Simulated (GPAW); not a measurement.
Consider PbO2 (Fm-3m).

```xyz
3
Lattice="0.0000 2.7020 2.7020 2.7020 0.0000 2.7020 2.7020 2.7020 0.0000" Properties=species:S:1:pos:R:3 pbc="T T T"
Pb    0.0000    0.0000    0.0000
O     4.0530    4.0530    4.0530
O     1.3510    1.3510    1.3510
```

Absorber: atom 2, with 4 Pb at 2.34 Å (tetrahedral, site symmetry -43m). Method: GPAW, LDA, excited-electron core hole (neutral cell), 18-atom cell with 6.6 Å between holes, 4×4×4 k points, dipole transitions, Gaussian full width 0.9 eV up to 4 eV, rising linearly to 3.5 eV at 25 eV, without spin-orbit coupling.

**Question.** Where do the maxima of the O K edge fall?

Main maxima up to 24 eV above the zero (height): 1.0 eV (2.23), 6.1 eV (1.73), 7.8 eV (2.59) and 17.2 eV (1.54). A K edge sees empty p states on the absorber. The total-energy difference is 531.91 eV. One term is added: -8.83 eV, since the hole is spin-paired here and a spin-polarised one costs that much less in the free atom (computed apart). The photon energy is then 523.08 eV. The functional leaves an error in such absolute values: in the free atom LDA prices this hole 4.1 eV below PBE (computed apart), and PBE is itself good to a few eV.

The O K spectrum (energy from the lowest empty level; intensity scaled to a mean of 1 over the first 20 eV):

```
E (eV)  intensity
  -2.0       0.00
  -1.5       0.00
  -1.0       0.00
  -0.5       0.07
   0.0       0.44
   0.5       1.40
   1.0       2.23
   1.5       1.25
   2.0       0.21
   2.5       0.01
   3.0       0.00
   3.5       0.00
   4.0       0.03
   4.5       0.21
   5.0       0.70
   5.5       1.37
   6.0       1.73
   6.5       1.69
   7.0       1.93
   7.5       2.48
   8.0       2.51
   8.5       1.92
   9.0       1.28
   9.5       0.80
  10.0       0.48
  10.5       0.29
  11.0       0.22
  11.5       0.22
  12.0       0.25
  12.5       0.32
  13.0       0.47
  13.5       0.67
  14.0       0.85
  14.5       0.94
  15.0       0.98
  15.5       1.06
  16.0       1.22
  16.5       1.41
  17.0       1.53
  17.5       1.51
  18.0       1.41
  18.5       1.27
  19.0       1.17
  19.5       1.11
  20.0       1.08
  20.5       1.02
  21.0       0.93
  21.5       0.81
  22.0       0.68
  22.5       0.58
  23.0       0.52
  23.5       0.51
  24.0       0.51
  24.5       0.53
  25.0       0.55
  25.5       0.56
  26.0       0.57
  26.5       0.59
  27.0       0.64
  27.5       0.71
  28.0       0.80
  28.5       0.91
  29.0       1.01
  29.5       1.07
  30.0       1.10
  30.5       1.07
  31.0       1.01
  31.5       0.93
  32.0       0.85
```

The unit cell's mesh shows no gap over 0.35 eV. That is right for a metallic compound; for a small-gap or correlated insulator it would be the fault of the functional or of the assumed magnetic order, and the hole would be screened too well. The mesh is coarse (0.29 Å⁻¹ between points), so small maxima may be mesh ripples. The structure is a computed Materials Project entry and may be a hypothetical form.

[Banner, clock and machine lines of the logs are left out without a mark of their own.]

[Logs are printed without paths, hosts, clocks, repeated set-up lines and the standing remarks that a program may print on its own settings, such as how far it seeks lower states.]

[Hosts, paths, dates, database ids (printed as entryN), source tags and the programs' standing remarks are cut or masked in the printed files.]

[Lists of maxima count a maximum above −3 eV only where it reaches 4 % of the highest in the window and stands out from its surroundings by 2 % of it (1.5 % where it reaches 55 %); shoulders and weaker maxima are passed over, and of the rest the first, up to two pre-edge ones and the few strongest are named.]
